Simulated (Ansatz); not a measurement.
An input for Ansatz 0.2.0 (Bi2Te2PbS2 (R-3m)):

```yaml
crystal:
  lattice:
    - [2.13505, 1.2326716922, 13.4709566667]
    - [-2.13505, 1.2326716922, 13.4709566667]
    - [0.0, -2.4653433845, 13.4709566667]
  atoms:
    - { symbol: Bi, position: [0.58139, 0.58139, 0.58139] }
    - { symbol: Bi, position: [0.41861, 0.41861, 0.41861] }
    - { symbol: Te, position: [0.87066, 0.87066, 0.87066] }
    - { symbol: Te, position: [0.12934, 0.12934, 0.12934] }
    - { symbol: Pb, position: [0.0, 0.0, 0.0] }
    - { symbol: S, position: [0.29134, 0.29134, 0.29134] }
    - { symbol: S, position: [0.70866, 0.70866, 0.70866] }
kpoints:
  mp_grid: { grid: [4, 4, 4] }
hamiltonian:
  xc: pbe
  pseudopotentials: { kind: paw, azcp: { folder: soft_1 } }
scf:
  occupations: { method: fixed }
gw:
  n_empty_bands: 1576
  ecut_chi: 220
  qp_bands: [v2, c2]
  qp_kpoints: band_edges
  screening: { model: contour_deformation }
```

```sh
ansatz run input.yaml --threads 2 --pin off --max-ram 92160MiB --backend cuda --events-out ev --progress --plain --runs-dir out --devices 1 --max-vram 13GiB
```

Question: Estimate wall time and host memory on 1 × NVIDIA H100 80GB HBM3 (shared by 6 runs) with 2 threads of AMD EPYC 7R13 (Zen 3), shared host.

It took 4.3 min; on shared hardware allow 2.2 min to 8.6 min. Peak host memory was 8.0 GiB. The sizes that set the cost: 4143 plane waves a state, 13 irreducible k points, 1620 bands summed, 1569 plane waves in the screening and 9 SCF cycles.

The screening grows as filled bands × empty bands × pairs of k points, times the square of the screening basis for the matrix.

[Paths, hosts, dates, memory and timing lines, banners, echoed tables and standing remarks are left out of the program output.]

[Logs are printed without paths, hosts, clocks, repeated set-up lines and the standing remarks that a program may print on its own settings, such as how far it seeks lower states.]

[Runs of the session that timed out or met a known fault of the program may be left out.]

[Cells called generated may have been cut or substituted from an entry of the Crystallography Open Database or the Materials Project.]

[Hosts, paths, dates, database ids (printed as entryN), source tags and the programs' standing remarks are cut or masked in the printed files.]
